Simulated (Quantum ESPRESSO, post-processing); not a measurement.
# Ti(0001), stepped through the number of layers, part 8 of 8

What law, if any, do the results for Ti(0001) follow against the number of layers?

Quantum ESPRESSO 7.5; plane-wave DFT, PBE, GBRV ultrasoft pseudopotentials.

So far. Step 9 (Ground state, 12 layers): Inside the slab this potential holds the local part of the pseudopotentials, which can be repulsive at the nuclei; only its value in the vacuum has a meaning of its own. Step 10 (Relaxation with pw.x, 14 layers): The relaxation lowers the energy by 7 meV an atom. On the free atoms the largest force ends at 0.022 eV/Å.

**11. Ground state, 14 layers**

Contents of m7.esm.in:

```
&control
  prefix = 'm7.esm'
  outdir = './out'
  pseudo_dir = './pseudo'
  calculation = 'scf'
  tprnfor = .true.
/
&system
  ibrav = 0
  nat = 14
  ntyp = 1
  ecutwfc = 40
  ecutrho = 200
  occupations = 'smearing'
  smearing = 'mv'
  degauss = 0.02
  assume_isolated = 'esm'
  esm_bc = 'bc1'
/
&electrons
  conv_thr = 1e-08
  mixing_beta = 0.25
  electron_maxstep = 160
  mixing_mode = 'local-TF'
  mixing_ndim = 12
/
ATOMIC_SPECIES
  Ti  47.8670  ti_pbe_v1.4.uspp.F.UPF
CELL_PARAMETERS angstrom
  2.93894489200000 0.00000000000000 0.00000000000000
  1.46947244600000 2.54520093679451 0.00000000000000
  0.00000000000000 0.00000000000000 46.06738076028082
ATOMIC_POSITIONS crystal
  Ti  0.666666666700 0.666666666700 -0.326166578000
  Ti  0.000000000000 0.000000000000 -0.279098776600
  Ti  0.666666666700 0.666666666700 -0.226918680100
  Ti  0.000000000000 0.000000000000 -0.176492306800
  Ti  0.666666666700 0.666666666700 -0.126065933400
  Ti  0.000000000000 0.000000000000 -0.075639560000
  Ti  0.666666666700 0.666666666700 -0.025213186700
  Ti  0.000000000000 0.000000000000 0.025213186700
  Ti  0.666666666700 0.666666666700 0.075639560000
  Ti  0.000000000000 0.000000000000 0.126065933400
  Ti  0.666666666700 0.666666666700 0.176492306800
  Ti  0.000000000000 0.000000000000 0.226918680100
  Ti  0.666666666700 0.666666666700 0.279098776600
  Ti  0.000000000000 0.000000000000 0.326166578000
K_POINTS automatic
  12 12 1 0 0 0
```

Run with:

```console
> OMP_NUM_THREADS=1 mpirun -n 4 pw.x -nk 4 -in m7.esm.in > m7.esm.out
```

What it wrote:

```text
[banner, memory and clock lines left out]
Program PWSCF v.7.5 starts
[...]
Message from routine setup:
[...]
number of electrons       =       168.00
     number of Kohn-Sham states=          101
     kinetic-energy cutoff     =      40.0000  Ry
     charge density cutoff     =     200.0000  Ry
[...]
number of k points=    19  Marzari-Vanderbilt smearing, width (Ry)=  0.0200
[...]
Dense  grid:   111403 G-vectors     FFT dimensions: (  27,  27, 400)
[...]
negative rho (up, down):  2.878E-02 0.000E+00
     Starting wfcs are  140 randomized atomic wfcs
[...]
negative rho (up, down):  2.685E-02 0.000E+00
[...]
estimated scf accuracy    <       5.93845070 Ry
[...]
negative rho (up, down):  2.159E-02 0.000E+00
[...]
estimated scf accuracy    <       4.46774136 Ry
[...]
negative rho (up, down):  2.236E-02 0.000E+00
[...]
estimated scf accuracy    <       0.50247727 Ry
[...]
negative rho (up, down):  2.250E-02 0.000E+00
[...]
estimated scf accuracy    <       0.79887170 Ry
[...]
negative rho (up, down):  2.310E-02 0.000E+00
[...]
estimated scf accuracy    <       0.51767641 Ry
[...]
negative rho (up, down):  2.541E-02 0.000E+00
[...]
estimated scf accuracy    <       0.43466162 Ry
[...]
negative rho (up, down):  2.621E-02 0.000E+00
[...]
estimated scf accuracy    <       0.10181127 Ry
[...]
negative rho (up, down):  2.588E-02 0.000E+00
[...]
estimated scf accuracy    <       0.09213624 Ry
[...]
negative rho (up, down):  2.691E-02 0.000E+00
[...]
estimated scf accuracy    <       0.10904135 Ry
[...]
negative rho (up, down):  3.072E-02 0.000E+00
[...]
estimated scf accuracy    <       0.05250650 Ry
[...]
negative rho (up, down):  3.072E-02 0.000E+00
[...]
estimated scf accuracy    <       0.04808263 Ry
[...]
negative rho (up, down):  3.031E-02 0.000E+00
[...]
estimated scf accuracy    <       0.03285186 Ry
[...]
negative rho (up, down):  2.911E-02 0.000E+00
[...]
estimated scf accuracy    <       0.02676896 Ry
[...]
negative rho (up, down):  2.762E-02 0.000E+00
[...]
estimated scf accuracy    <       0.02403913 Ry
[...]
negative rho (up, down):  2.369E-02 0.000E+00
[...]
estimated scf accuracy    <       0.00272135 Ry
[...]
negative rho (up, down):  2.374E-02 0.000E+00
[...]
estimated scf accuracy    <       0.07574952 Ry
[...]
negative rho (up, down):  2.367E-02 0.000E+00
[...]
estimated scf accuracy    <       0.07661644 Ry
[...]
negative rho (up, down):  2.270E-02 0.000E+00
[...]
estimated scf accuracy    <       0.07225380 Ry
[...]
negative rho (up, down):  2.180E-02 0.000E+00
[...]
estimated scf accuracy    <       0.00926961 Ry
[...]
negative rho (up, down):  2.098E-02 0.000E+00
[...]
estimated scf accuracy    <       0.00539615 Ry
[...]
negative rho (up, down):  2.038E-02 0.000E+00
[...]
estimated scf accuracy    <       0.00028861 Ry
[...]
negative rho (up, down):  1.892E-02 0.000E+00
[...]
estimated scf accuracy    <       0.00044543 Ry
[...]
negative rho (up, down):  1.868E-02 0.000E+00
[...]
estimated scf accuracy    <       0.00241702 Ry
[...]
negative rho (up, down):  1.825E-02 0.000E+00
[...]
estimated scf accuracy    <       0.00259317 Ry
[...]
negative rho (up, down):  1.822E-02 0.000E+00
[...]
estimated scf accuracy    <       0.00008251 Ry
[...]
negative rho (up, down):  1.818E-02 0.000E+00
[...]
estimated scf accuracy    <       0.00008516 Ry
[...]
negative rho (up, down):  1.804E-02 0.000E+00
[...]
estimated scf accuracy    <       0.00003325 Ry
[...]
negative rho (up, down):  1.809E-02 0.000E+00
[...]
estimated scf accuracy    <       0.00004376 Ry
[...]
negative rho (up, down):  1.808E-02 0.000E+00
[...]
estimated scf accuracy    <       0.00000314 Ry
[...]
negative rho (up, down):  1.813E-02 0.000E+00
[...]
estimated scf accuracy    <       0.00000430 Ry
[...]
negative rho (up, down):  1.811E-02 0.000E+00
[...]
estimated scf accuracy    <       0.00000896 Ry
[...]
negative rho (up, down):  1.805E-02 0.000E+00
[...]
estimated scf accuracy    <       0.00000759 Ry
[...]
negative rho (up, down):  1.805E-02 0.000E+00
[...]
estimated scf accuracy    <       0.00000099 Ry
[...]
negative rho (up, down):  1.804E-02 0.000E+00
[...]
estimated scf accuracy    <       0.00000164 Ry
[...]
negative rho (up, down):  1.803E-02 0.000E+00
[...]
estimated scf accuracy    <       0.00000242 Ry
[...]
negative rho (up, down):  1.804E-02 0.000E+00
[...]
estimated scf accuracy    <       0.00000195 Ry
[...]
negative rho (up, down):  1.803E-02 0.000E+00
[...]
estimated scf accuracy    <       0.00000143 Ry
[...]
negative rho (up, down):  1.803E-02 0.000E+00
[...]
estimated scf accuracy    <       0.00000036 Ry
[...]
negative rho (up, down):  1.803E-02 0.000E+00
[...]
the Fermi energy is    -4.4237 ev
!    total energy              =   -1669.37510894 Ry
     estimated scf accuracy    <          6.9E-09 Ry
     smearing contrib. (-TS)   =      -0.00129940 Ry
     internal energy E=F+TS    =   -1669.37380954 Ry
[...]
one-electron contribution =  270924.72129719 Ry
     hartree contribution      = -135516.35670973 Ry
     xc contribution           =    -252.42493899 Ry
     ewald contribution        = -136825.31345801 Ry
     convergence has been achieved in  39 iterations
     negative rho (up, down):  1.803E-02 0.000E+00
[...]
Total force =     0.004330     Total SCF correction =     0.000200
[...]
```

The job ended after 30 min (4 MPI ranks of Arm Neoverse N1, shared host; peak memory 1.2 GiB).

This step gave:

* free energy: -22713.0054 eV
* Fermi energy: -4.424 eV
* vacuum line at the lower end of the cell, over the Fermi level: 4.424 eV
* vacuum line at the upper end of the cell, over the Fermi level: 4.424 eV

Inside the slab this potential holds the local part of the pseudopotentials, which can be repulsive at the nuclei; only its value in the vacuum has a meaning of its own.

**12. The series side by side**

The series in one table:

```
the number of layers  energy (eV)  work function (eV)
            4 layers   -6488.1312               4.423
            5 layers   -8110.6084               4.435
            6 layers   -9733.0935                4.42
            7 layers  -11355.5861               4.423
            8 layers  -12978.0729               4.424
           10 layers  -16223.0510               4.424
           12 layers  -19468.0282               4.423
           14 layers  -22713.0054               4.424
```

**13. Worked from the printed numbers**

γ = intercept/(2A) = 1.8363 eV / (2 × 7.480 Å²) × 16.02 = 1.97 J/m².

**14. Outcome**

- surface energy from the intercept: 1.97 J/m²
- work function at 14 layers: 4.42 eV

In words: The series holds 8 members; surface energy from the intercept: 1.97 J/m²; work function at 14 layers: 4.42 eV (PBE, GBRV ultrasoft). A line through the energies of all but the thinnest slab has a slope of -1622.4887 eV a layer and leaves residuals that spread over 4 meV, worth 0.00 J/m². The bulk run gives -1622.4887 eV a layer, -0.0 meV from that slope; used for the thickest slab it would give 1.97 J/m². The work function spans 4.42 to 4.43 eV and over the last three members 0.00 eV. Unreconstructed faces. One mesh, so part of the swing with thickness is sampling.

Comparison with the measured values:

| quantity | measured | PBE, 14 layers |
| --- | --- | --- |
| work function, loosely compared (polycrystalline sample, no single face) (eV) | 4.33 | 4.42 (+0.09 eV) |

Measured values from arxiv:1902.07811 (2019).

How well it matches: The work function, set beside that of the polycrystal, is off by +0.09 eV. A polycrystal averages over faces, so this is a loose comparison.

[Logs are printed without paths, hosts, clocks, repeated set-up lines and the standing remarks that a program may print on its own settings, such as how far it seeks lower states.]

[Hosts, paths, dates, database ids (printed as entryN), source tags and the programs' standing remarks are cut or masked in the printed files.]

[Maps of the electrostatic potential energy from Ansatz leave out the sawtooth potential of an applied field or a dipole correction, so their vacuum need not be flat; planar profiles and work functions include it.]
